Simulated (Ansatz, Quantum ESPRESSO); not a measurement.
# Screening and band shifts of Cl-GaAs-Cl chair, 1 layer, part 3 of 6

Aim: how Cl-GaAs-Cl chair, 1 layer screens a field along its normal, and what the field does to its bands.

Quantum ESPRESSO 7.5; plane-wave DFT, RPBE, GBRV ultrasoft pseudopotentials made under PBE; geometry and cross-check by Ansatz 0.2.0 with PAW datasets.

So far. Step 3 (Self-consistent run: no field): The run needed 14 iterations to bring the estimated error under 1e-09 Ry; the largest force on any atom, held or free, is 0.26 eV/Å. Step 4 (Electrostatic potential): The vacuum is flat to 0.1 meV/Å, so its level is well defined. Inside the slab the curve depends on the local part of the pseudopotentials; only the vacuum level has a meaning of its own.

## Step 5: Bands along a path: no field

The density is frozen and the levels are solved along a path.

f0.bands.in reads:

```
&control
  prefix = 'f0.bands'
  outdir = './out'
  pseudo_dir = './pseudo'
  calculation = 'bands'
  tefield = .true.
  dipfield = .true.
/
&system
  ibrav = 0
  nat = 4
  ntyp = 3
  ecutwfc = 40
  ecutrho = 200
  input_dft = 'rpbe'
  occupations = 'smearing'
  smearing = 'fd'
  degauss = 0.004
  edir = 3
  emaxpos = 0.97
  eopreg = 0.04
  eamp = 0.0
  nbnd = 25
/
&electrons
  conv_thr = 1e-07
  mixing_beta = 0.4
  electron_maxstep = 120
  mixing_mode = 'local-TF'
/
ATOMIC_SPECIES
  Cl  35.4500  cl_pbe_v1.4.uspp.F.UPF
  As  74.9216  as_pbe_v1.uspp.F.UPF
  Ga  69.7230  ga_pbe_v1.4.uspp.F.UPF
CELL_PARAMETERS angstrom
  4.18569153457015 -0.00000000000000 -0.00000000000000
  -2.09284576728508 3.62491520134322 -0.00000000000000
  -0.00000000000000 -0.00000000000000 22.25333333330000
ATOMIC_POSITIONS crystal
  Cl  0.666666666667 0.333333333333 0.385139916566
  As  0.666666666667 0.333333333333 0.483708777063
  Ga  0.333333333333 0.666666666667 0.516308024242
  Cl  0.333333333333 0.666666666667 0.613495169530
K_POINTS crystal_b
4
  0.0000000000 0.0000000000 0.0000000000 14
  0.5000000000 0.0000000000 0.0000000000 14
  0.3333333333 0.3333333333 0.0000000000 14
  0.0000000000 0.0000000000 0.0000000000 1
```

The run is started by

```sh
cp -r out/f0.save out/f0.bands.save
cp out/f0.xml out/f0.bands.xml
OMP_NUM_THREADS=1 mpirun -n 4 pw.x -nk 4 -in f0.bands.in > f0.bands.out
```

What it wrote:

```text
[banner, memory and clock lines left out]
Program PWSCF v.7.5 starts

          URL

     Presently no symmetry can be used with electric field

     IMPORTANT: XC functional enforced from input :
     Exchange-correlation= RPBE
                           (   1   4  44   4   0   0   0)
     Any further DFT definition will be discarded
     Please, verify this is what you really want

     Atomic positions and unit cell read from directory:
     ./out/f0.bands.save/

     G-vector sticks info

     bravais-lattice index     =            0
     lattice parameter (alat)  =       7.9098  a.u.
     unit-cell volume          =    2278.5405 (a.u.)^3
     number of atoms/cell      =            4
     number of atomic types    =            3
     number of electrons       =        38.00
     number of Kohn-Sham states=           25
     kinetic-energy cutoff     =      40.0000  Ry
     charge density cutoff     =     200.0000  Ry
     Exchange-correlation= RPBE
                           (   1   4  44   4   0   0   0)

     celldm(1)=   7.909811  celldm(2)=   0.000000  celldm(3)=   0.000000
     celldm(4)=   0.000000  celldm(5)=   0.000000  celldm(6)=   0.000000

     crystal axes: (cart. coord. in units of alat)
               a(1) = (   1.000000  -0.000000  -0.000000 )
               a(2) = (  -0.500000   0.866025  -0.000000 )
               a(3) = (  -0.000000  -0.000000   5.316525 )

     reciprocal axes: (cart. coord. in units 2 pi/alat)
               b(1) = (  1.000000  0.577350  0.000000 )
               b(2) = (  0.000000  1.154701  0.000000 )
               b(3) = (  0.000000  0.000000  0.188093 )

     PseudoPot. # 1 for Cl read from file:
     ./pseudo/cl_pbe_v1.4.uspp.F.UPF
     Pseudo is Ultrasoft + core correction, Zval =  7.0
     Generated by new atomic code, or converted to UPF format
     Using radial grid of  909 points,  6 beta functions with:
                l(1) =   0
                l(2) =   0
                l(3) =   1
                l(4) =   1
                l(5) =   2
                l(6) =   2
     Q(r) pseudized with  8 coefficients,  rinner =    1.300   1.300   1.300
                                                       1.300   1.300

     PseudoPot. # 2 for As read from file:
     ./pseudo/as_pbe_v1.uspp.F.UPF
     Pseudo is Ultrasoft + core correction, Zval =  5.0
     Generated by new atomic code, or converted to UPF format
     Using radial grid of  875 points,  6 beta functions with:
                l(1) =   0
                l(2) =   0
                l(3) =   1
                l(4) =   1
                l(5) =   2
                l(6) =   2
     Q(r) pseudized with  8 coefficients,  rinner =    1.300   1.300   1.300
                                                       1.300   1.300

     PseudoPot. # 3 for Ga read from file:
     ./pseudo/ga_pbe_v1.4.uspp.F.UPF
     Pseudo is Ultrasoft + core correction, Zval = 19.0
     Generated by new atomic code, or converted to UPF format
     Using radial grid of  871 points,  6 beta functions with:
                l(1) =   0
                l(2) =   0
                l(3) =   1
                l(4) =   1
                l(5) =   2
                l(6) =   2
     Q(r) pseudized with  8 coefficients,  rinner =    1.250   1.250   1.250
                                                       1.250   1.250

     atomic species   valence    mass     pseudopotential
     Cl                7.00    35.45000     Cl( 1.00)
     As                5.00    74.92160     As( 1.00)
     Ga               19.00    69.72300     Ga( 1.00)

     No symmetry found

   Cartesian axes

     site n.     atom                  positions (alat units)
         1        Cl     tau(   1) = (   0.5000000   0.2886751   2.0476060  )
         2        As     tau(   2) = (   0.5000000   0.2886751   2.5716498  )
         3        Ga     tau(   3) = (  -0.0000000   0.5773503   2.7449645  )
         4        Cl     tau(   4) = (  -0.0000000   0.5773503   3.2616624  )

     number of k points=    43  Fermi-Dirac smearing, width (Ry)=  0.0040
                       cart. coord. in units 2pi/alat
        k(    1) = (   0.0000000   0.0000000   0.0000000), wk =   0.0465116
        k(    2) = (   0.0357143   0.0206197   0.0000000), wk =   0.0465116
        k(    3) = (   0.0714286   0.0412393   0.0000000), wk =   0.0465116
        k(    4) = (   0.1071429   0.0618590   0.0000000), wk =   0.0465116
        k(    5) = (   0.1428571   0.0824786   0.0000000), wk =   0.0465116
        k(    6) = (   0.1785714   0.1030983   0.0000000), wk =   0.0465116
        k(    7) = (   0.2142857   0.1237179   0.0000000), wk =   0.0465116
        k(    8) = (   0.2500000   0.1443376   0.0000000), wk =   0.0465116
        k(    9) = (   0.2857143   0.1649572   0.0000000), wk =   0.0465116
        k(   10) = (   0.3214286   0.1855769   0.0000000), wk =   0.0465116
        k(   11) = (   0.3571429   0.2061965   0.0000000), wk =   0.0465116
        k(   12) = (   0.3928571   0.2268162   0.0000000), wk =   0.0465116
        k(   13) = (   0.4285714   0.2474358   0.0000000), wk =   0.0465116
        k(   14) = (   0.4642857   0.2680555   0.0000000), wk =   0.0465116
        k(   15) = (   0.5000000   0.2886751   0.0000000), wk =   0.0465116
        k(   16) = (   0.4880952   0.3092948   0.0000000), wk =   0.0465116
        k(   17) = (   0.4761905   0.3299144   0.0000000), wk =   0.0465116
        k(   18) = (   0.4642857   0.3505341   0.0000000), wk =   0.0465116
        k(   19) = (   0.4523810   0.3711537   0.0000000), wk =   0.0465116
        k(   20) = (   0.4404762   0.3917734   0.0000000), wk =   0.0465116
        k(   21) = (   0.4285714   0.4123930   0.0000000), wk =   0.0465116
        k(   22) = (   0.4166667   0.4330127   0.0000000), wk =   0.0465116
        k(   23) = (   0.4047619   0.4536324   0.0000000), wk =   0.0465116
        k(   24) = (   0.3928571   0.4742520   0.0000000), wk =   0.0465116
        k(   25) = (   0.3809524   0.4948717   0.0000000), wk =   0.0465116
        k(   26) = (   0.3690476   0.5154913   0.0000000), wk =   0.0465116
        k(   27) = (   0.3571429   0.5361110   0.0000000), wk =   0.0465116
        k(   28) = (   0.3452381   0.5567306   0.0000000), wk =   0.0465116
        k(   29) = (   0.3333333   0.5773503   0.0000000), wk =   0.0465116
        k(   30) = (   0.3095238   0.5361110   0.0000000), wk =   0.0465116
        k(   31) = (   0.2857143   0.4948717   0.0000000), wk =   0.0465116
        k(   32) = (   0.2619048   0.4536324   0.0000000), wk =   0.0465116
        k(   33) = (   0.2380952   0.4123930   0.0000000), wk =   0.0465116
        k(   34) = (   0.2142857   0.3711537   0.0000000), wk =   0.0465116
[...]
-17.6818 -16.8564 -13.4444  -9.5297  -7.7112  -6.7233  -6.4146  -5.5917
    -5.2800  -5.1538  -4.1485  -0.9897  -0.4073   1.6859   3.7217   4.3485
     4.6340

          k = 0.4524 0.3712 0.0000 (  9768 PWs)   bands (ev):

   -97.3728 -97.3726 -97.3455 -18.6623 -18.2773 -17.7599 -17.7223 -17.6872
   -17.6820 -16.8552 -13.4353  -9.5271  -7.7049  -6.7473  -6.4499  -5.5950
    -5.2791  -5.1658  -4.2120  -0.8166  -0.3712   1.7050   3.6019   4.3777
     4.6653

          k = 0.4405 0.3918 0.0000 (  9770 PWs)   bands (ev):

   -97.3728 -97.3726 -97.3455 -18.6612 -18.2770 -17.7596 -17.7224 -17.6872
   -17.6821 -16.8538 -13.4240  -9.5244  -7.6970  -6.7846  -6.4833  -5.5998
    -5.2804  -5.1758  -4.2805  -0.6488  -0.2913   1.7301   3.4814   4.3677
     4.7062

          k = 0.4286 0.4124 0.0000 (  9770 PWs)   bands (ev):

   -97.3728 -97.3726 -97.3455 -18.6600 -18.2766 -17.7592 -17.7225 -17.6871
   -17.6822 -16.8522 -13.4110  -9.5220  -7.6878  -6.8365  -6.5101  -5.6063
    -5.2851  -5.1815  -4.3493  -0.5390  -0.1253   1.7623   3.3639   4.3089
     4.7517

          k = 0.4167 0.4330 0.0000 (  9750 PWs)   bands (ev):

   -97.3728 -97.3725 -97.3455 -18.6587 -18.2762 -17.7588 -17.7226 -17.6872
   -17.6823 -16.8504 -13.3968  -9.5202  -7.6774  -6.9003  -6.5288  -5.6145
    -5.2926  -5.1822  -4.4153  -0.4846   0.1131   1.8039   3.2528   4.2036
     4.7946

          k = 0.4048 0.4536 0.0000 (  9768 PWs)   bands (ev):

   -97.3728 -97.3726 -97.3455 -18.6574 -18.2758 -17.7585 -17.7227 -17.6872
   -17.6825 -16.8485 -13.3820  -9.5196  -7.6663  -6.9701  -6.5411  -5.6242
    -5.3009  -5.1791  -4.4764  -0.4534   0.3790   1.8595   3.1509   4.0648
     4.8270

          k = 0.3929 0.4743 0.0000 (  9762 PWs)   bands (ev):

   -97.3727 -97.3726 -97.3455 -18.6561 -18.2754 -17.7581 -17.7227 -17.6872
   -17.6826 -16.8467 -13.3672  -9.5203  -7.6549  -7.0397  -6.5490  -5.6350
    -5.3082  -5.1742  -4.5309  -0.4315   0.6413   1.9377   3.0606   3.9078
     4.8265

          k = 0.3810 0.4949 0.0000 (  9776 PWs)   bands (ev):

   -97.3727 -97.3726 -97.3455 -18.6549 -18.2750 -17.7579 -17.7227 -17.6872
   -17.6826 -16.8450 -13.3531  -9.5224  -7.6440  -7.1038  -6.5543  -5.6460
    -5.3132  -5.1692  -4.5774  -0.4147   0.8735   2.0508   2.9833   3.7466
     4.7488

          k = 0.3690 0.5155 0.0000 (  9778 PWs)   bands (ev):

   -97.3727 -97.3727 -97.3455 -18.6538 -18.2747 -17.7577 -17.7227 -17.6873
   -17.6827 -16.8435 -13.3407  -9.5256  -7.6344  -7.1576  -6.5579  -5.6562
    -5.3158  -5.1654  -4.6145  -0.4017   1.0515   2.2083   2.9186   3.5957
     4.6042

          k = 0.3571 0.5361 0.0000 (  9786 PWs)   bands (ev):

   -97.3727 -97.3727 -97.3455 -18.6530 -18.2745 -17.7575 -17.7227 -17.6873
   -17.6827 -16.8423 -13.3307  -9.5294  -7.6272  -7.1978  -6.5605  -5.6645
    -5.3163  -5.1634  -4.6414  -0.3921   1.1654   2.3988   2.8619   3.4745
     4.4420

          k = 0.3452 0.5567 0.0000 (  9788 PWs)   bands (ev):

   -97.3727 -97.3727 -97.3455 -18.6524 -18.2743 -17.7574 -17.7227 -17.6874
   -17.6827 -16.8416 -13.3241  -9.5327  -7.6230  -7.2222  -6.5621  -5.6700
    -5.3157  -5.1632  -4.6573  -0.3862   1.2233   2.5794   2.8024   3.4093
     4.3027

          k = 0.3333 0.5774 0.0000 (  9774 PWs)   bands (ev):

   -97.3727 -97.3727 -97.3455 -18.6522 -18.2742 -17.7574 -17.7227 -17.6874
   -17.6827 -16.8413 -13.3217  -9.5341  -7.6217  -7.2302  -6.5627  -5.6720
    -5.3152  -5.1635  -4.6625  -0.3841   1.2398   2.6772   2.7502   3.4013
     4.2401

          k = 0.3095 0.5361 0.0000 (  9788 PWs)   bands (ev):

   -97.3727 -97.3727 -97.3455 -18.6531 -18.2745 -17.7575 -17.7228 -17.6873
   -17.6827 -16.8426 -13.3326  -9.5251  -7.6240  -7.2020  -6.5595  -5.6633
    -5.3196  -5.1579  -4.6439  -0.3928   1.1902   2.4973   2.8133   3.3022
     4.5186

          k = 0.2857 0.4949 0.0000 (  9780 PWs)   bands (ev):

   -97.3727 -97.3727 -97.3455 -18.6560 -18.2754 -17.7576 -17.7231 -17.6871
   -17.6827 -16.8468 -13.3679  -9.4900  -7.6240  -7.1294  -6.5472  -5.6363
    -5.3336  -5.1343  -4.5947  -0.4195   1.0636   2.3004   2.7368   3.1811
     4.6611

          k = 0.2619 0.4536 0.0000 (  9772 PWs)   bands (ev):

   -97.3727 -97.3726 -97.3455 -18.6611 -18.2769 -17.7577 -17.7238 -17.6868
   -17.6827 -16.8543 -13.4284  -9.4210  -7.6143  -7.0284  -6.5222  -5.5905
    -5.3495  -5.0928  -4.5230  -0.4634   0.8780   2.1410   2.5165   3.2333
     4.3540

          k = 0.2381 0.4124 0.0000 (  9750 PWs)   bands (ev):

   -97.3727 -97.3726 -97.3455 -18.6684 -18.2791 -17.7575 -17.7249 -17.6864
   -17.6827 -16.8652 -13.5112  -9.3181  -7.5894  -6.9117  -6.4820  -5.5260
    -5.3582  -5.0384  -4.4333  -0.5224   0.6513   1.9563   2.3677   3.3436
     4.0350

          k = 0.2143 0.3712 0.0000 (  9738 PWs)   bands (ev):

   -97.3727 -97.3725 -97.3455 -18.6779 -18.2819 -17.7570 -17.7265 -17.6859
   -17.6827 -16.8794 -13.6103  -9.1906  -7.5411  -6.7910  -6.4256  -5.4434
    -5.3542  -4.9752  -4.3278  -0.5930   0.4014   1.7206   2.3550   3.4373
     3.7455

          k = 0.1905 0.3299 0.0000 (  9738 PWs)   bands (ev):

   -97.3727 -97.3725 -97.3455 -18.6892 -18.2853 -17.7561 -17.7285 -17.6854
   -17.6826 -16.8964 -13.7183  -9.0551  -7.4577  -6.6764  -6.3540  -5.3442
    -5.3342  -4.9051  -4.2079  -0.6718   0.1393   1.4921   2.4147   3.3916
     3.5585

          k = 0.1667 0.2887 0.0000 (  9736 PWs)   bands (ev):

   -97.3727 -97.3725 -97.3455 -18.7017 -18.2890 -17.7548 -17.7310 -17.6848
   -17.6825 -16.9154 -13.8280  -8.9315  -7.3284  -6.5744  -6.2711  -5.2974
    -5.2315  -4.8271  -4.0761  -0.7556  -0.1334   1.3027   2.4927   3.1954
     3.4132

          k = 0.1429 0.2474 0.0000 (  9726 PWs)   bands (ev):

   -97.3726 -97.3725 -97.3455 -18.7149 -18.2929 -17.7532 -17.7336 -17.6842
   -17.6823 -16.9353 -13.9331  -8.8346  -7.1517  -6.4851  -6.1840  -5.2414
    -5.1151  -4.7345  -3.9371  -0.8415  -0.4226   1.1663   2.5254   3.0162
     3.1280

          k = 0.1190 0.2062 0.0000 (  9722 PWs)   bands (ev):

   -97.3726 -97.3724 -97.3455 -18.7279 -18.2967 -17.7513 -17.7364 -17.6836
   -17.6822 -16.9550 -14.0286  -8.7691  -6.9451  -6.4001  -6.1016  -5.1668
    -5.0096  -4.6117  -3.7986  -0.9274  -0.7383   1.0891   2.4170   2.6868
     3.0157

          k = 0.0952 0.1650 0.0000 (  9684 PWs)   bands (ev):

   -97.3725 -97.3724 -97.3454 -18.7400 -18.3003 -17.7493 -17.7390 -17.6830
   -17.6820 -16.9733 -14.1107  -8.7301  -6.7487  -6.3018  -6.0308  -5.0773
    -4.9287  -4.4397  -3.6699  -1.1046  -0.9971   1.0708   2.0883   2.4621
     2.9968

          k = 0.0714 0.1237 0.0000 (  9670 PWs)   bands (ev):

   -97.3724 -97.3723 -97.3454 -18.7503 -18.3033 -17.7474 -17.7413 -17.6825
   -17.6819 -16.9890 -14.1768  -8.7095  -6.6089  -6.1741  -5.9757  -4.9823
    -4.8744  -4.2076  -3.5603  -1.5007  -1.0711   1.1024   1.7321   2.3304
     2.9643

          k = 0.0476 0.0825 0.0000 (  9648 PWs)   bands (ev):

   -97.3723 -97.3723 -97.3455 -18.7583 -18.3057 -17.7459 -17.7431 -17.6821
   -17.6818 -17.0010 -14.2252  -8.6999  -6.5337  -6.0393  -5.9371  -4.8969
    -4.8406  -3.9162  -3.4775  -1.9309  -1.1267   1.1640   1.4639   2.2350
     2.9188

          k = 0.0238 0.0412 0.0000 (  9640 PWs)   bands (ev):

   -97.3723 -97.3723 -97.3455 -18.7633 -18.3071 -17.7449 -17.7442 -17.6818
   -17.6818 -17.0086 -14.2546  -8.6962  -6.4992  -5.9418  -5.9145  -4.8376
    -4.8223  -3.5964  -3.4263  -2.3427  -1.1625   1.2244   1.3030   2.1754
     2.8795

          k = 0.0000 0.0000 0.0000 (  9619 PWs)   bands (ev):

   -97.3722 -97.3722 -97.3455 -18.7650 -18.3076 -17.7446 -17.7446 -17.6817
   -17.6817 -17.0112 -14.2644  -8.6952  -6.4892  -5.9071  -5.9071  -4.8164
    -4.8164  -3.4090  -3.4090  -2.5622  -1.1749   1.2498   1.2498   2.1549
     2.8636

     XML data file, pseudopotentials, collected wavefunctions

                                        0.00s GPU  (     674 calls)

Note: The following floating-point exceptions are signalling: IEEE_UNDERFLOW_FLAG
Note: The following floating-point exceptions are signalling: IEEE_UNDERFLOW_FLAG
Note: The following floating-point exceptions are signalling: IEEE_UNDERFLOW_FLAG
Note: The following floating-point exceptions are signalling: IEEE_UNDERFLOW_FLAG
[key lines of the parts left out:]
Dipole field         -0.0008 Ry au,
```

Wall time 44 s (4 MPI ranks of Arm Neoverse V1, shared host); peak memory 0.43 GiB.

Band numbers count within the set of bands kept for display. The electronic bands at the labelled points (eV, zero at the highest filled level of the SCF mesh; v1 is the highest filled band, c1 the lowest empty one):

```tsv
point	v4	v3	v2	v1	c1	c2	c3	c4
Γ	-1.41	-1.41	0.00	0.00	0.85	2.23	4.66	4.66
halfway	-1.90	-1.57	-1.42	-0.39	2.40	2.62	5.20	6.15
M	-2.18	-1.87	-1.72	-0.64	2.15	2.97	5.07	7.39
halfway	-2.21	-1.88	-1.77	-1.01	2.92	3.52	5.21	6.66
K	-2.26	-1.91	-1.75	-1.25	3.02	4.65	6.09	6.16
halfway	-1.89	-1.82	-1.42	-0.67	2.65	3.28	4.71	5.90
Γ	-1.41	-1.41	0.00	0.00	0.85	2.23	4.66	4.66
```

Along this path the valence top lies at Γ and the conduction bottom at Γ.

## Step 6: Self-consistent run: field 0.1 V/Å

eamp is the field in Hartree atomic units (1 a.u. = 51.42 V/Å). With dipfield on, it is the field in the vacuum beside an isolated sheet. The run starts from the density of the one before.

f1.in reads:

```
&control
  prefix = 'f1'
  outdir = './out'
  pseudo_dir = './pseudo'
  calculation = 'scf'
  tprnfor = .true.
  tefield = .true.
  dipfield = .true.
/
&system
  ibrav = 0
  nat = 4
  ntyp = 3
  ecutwfc = 40
  ecutrho = 200
  input_dft = 'rpbe'
  occupations = 'smearing'
  smearing = 'fd'
  degauss = 0.004
  edir = 3
  emaxpos = 0.97
  eopreg = 0.04
  eamp = 0.00194469
/
&electrons
  conv_thr = 1e-09
  mixing_beta = 0.4
  electron_maxstep = 120
  mixing_mode = 'plain'
  startingpot = 'file'
/
ATOMIC_SPECIES
  Cl  35.4500  cl_pbe_v1.4.uspp.F.UPF
  As  74.9216  as_pbe_v1.uspp.F.UPF
  Ga  69.7230  ga_pbe_v1.4.uspp.F.UPF
CELL_PARAMETERS angstrom
  4.18569153457015 -0.00000000000000 -0.00000000000000
  -2.09284576728508 3.62491520134322 -0.00000000000000
  -0.00000000000000 -0.00000000000000 22.25333333330000
ATOMIC_POSITIONS crystal
  Cl  0.666666666667 0.333333333333 0.385139916566
  As  0.666666666667 0.333333333333 0.483708777063
  Ga  0.333333333333 0.666666666667 0.516308024242
  Cl  0.333333333333 0.666666666667 0.613495169530
K_POINTS automatic
  12 12 1 0 0 0
```

The run is started by

```sh
cp -r out/f0.save out/f1.save
OMP_NUM_THREADS=1 mpirun -n 4 pw.x -nk 4 -in f1.in > f1.out
```

What it wrote:

```text
[banner, memory and clock lines left out]
Program PWSCF v.7.5 starts
[...]
number of electrons       =        38.00
     number of Kohn-Sham states=           23
     kinetic-energy cutoff     =      40.0000  Ry
     charge density cutoff     =     200.0000  Ry
[...]
number of k points=    74  Fermi-Dirac smearing, width (Ry)=  0.0040
[...]
Dense  grid:   108831 G-vectors     FFT dimensions: (  36,  36, 192)
[...]
The initial density is read from file :
[...]
negative rho (up, down):  3.008E-02 0.000E+00
[...]
Starting wfcs are   24 randomized atomic wfcs
[...]
negative rho (up, down):  3.013E-02 0.000E+00
[...]
estimated scf accuracy    <       0.00473372 Ry
[...]
negative rho (up, down):  3.013E-02 0.000E+00
[...]
estimated scf accuracy    <       0.00919720 Ry
[...]
negative rho (up, down):  3.013E-02 0.000E+00
[...]
estimated scf accuracy    <       0.00001029 Ry
[...]
negative rho (up, down):  3.011E-02 0.000E+00
[...]
estimated scf accuracy    <       0.00000154 Ry
[...]
negative rho (up, down):  3.010E-02 0.000E+00
[...]
estimated scf accuracy    <       0.00000007 Ry
[...]
negative rho (up, down):  3.009E-02 0.000E+00
[...]
estimated scf accuracy    <       0.00000001 Ry
[...]
negative rho (up, down):  3.008E-02 0.000E+00
[...]
estimated scf accuracy    <          2.5E-09 Ry
[...]
negative rho (up, down):  3.008E-02 0.000E+00
[...]
Computed dipole along edir(3) :
        Dipole               -0.0586 Ry au,         -0.1489 Debye
        Dipole field         -0.0003 Ry au,
        E field amplitude [Ha a.u.]:  1.9447E-03
        Potential amp.        0.1831 Ry
        Total length         40.3706 bohr
[...]
the Fermi energy is    -2.9357 ev
!    total energy              =    -522.64274487 Ry
     estimated scf accuracy    <          1.6E-10 Ry
     smearing contrib. (-TS)   =      -0.00000083 Ry
     internal energy E=F+TS    =    -522.64274404 Ry
[...]
one-electron contribution =   -1775.34617939 Ry
     hartree contribution      =     889.44602363 Ry
     xc contribution           =     -99.19881610 Ry
     ewald contribution        =     462.45598103 Ry
     electric field correction =       0.00024678 Ry
     convergence has been achieved in   8 iterations
     negative rho (up, down):  3.008E-02 0.000E+00
[...]
Total force =     0.014066     Total SCF correction =     0.000056
[...]
```

Elapsed: 82 s, on 4 MPI ranks; peak memory 0.95 GiB.

This step gave:

```
free energy                          : -7110.9168 eV
Fermi energy                         : -2.936 eV
dipole along the normal              : -0.03100 e·Å
valence top, on the run's zero       : -3.399 eV
conduction bottom, on the run's zero : -2.549 eV
gap by band count                    : 0.8508 eV
```

The dipole goes from -0.0788 to -0.0310 e Å, 0.4780 e Å per V/Å.

## Step 7: Electrostatic potential

f1.pot.in reads:

```
&inputpp
  prefix = 'f1'
  outdir = './out'
  filplot = 'f1.pot.dat'
  plot_num = 11
/
```

The run is started by

```sh
OMP_NUM_THREADS=1 mpirun -n 4 pp.x -in f1.pot.in > f1.pot.out
```

The job ended after 1.3 s (4 MPI ranks; peak memory 0.12 GiB; 5 s of CPU time).

This step gave:

* slope of the potential above: 0.09999 eV/Å
* upper vacuum line continued to the top atoms, over the valence top: 6.983 eV
* slope of the potential below: 0.1000 eV/Å
* lower vacuum line continued to the bottom atoms, over the valence top: 6.105 eV

The slope in the vacuum is 0.100 eV/Å for an applied 0.10 V/Å, as it should be.

(Part 3 of 6 ends here.)

[Logs are printed without paths, hosts, clocks, repeated set-up lines and the standing remarks that a program may print on its own settings, such as how far it seeks lower states.]

[Hosts, paths, dates, database ids (printed as entryN), source tags and the programs' standing remarks are cut or masked in the printed files.]

[Maps of the electrostatic potential energy from Ansatz leave out the sawtooth potential of an applied field or a dipole correction, so their vacuum need not be flat; planar profiles and work functions include it.]
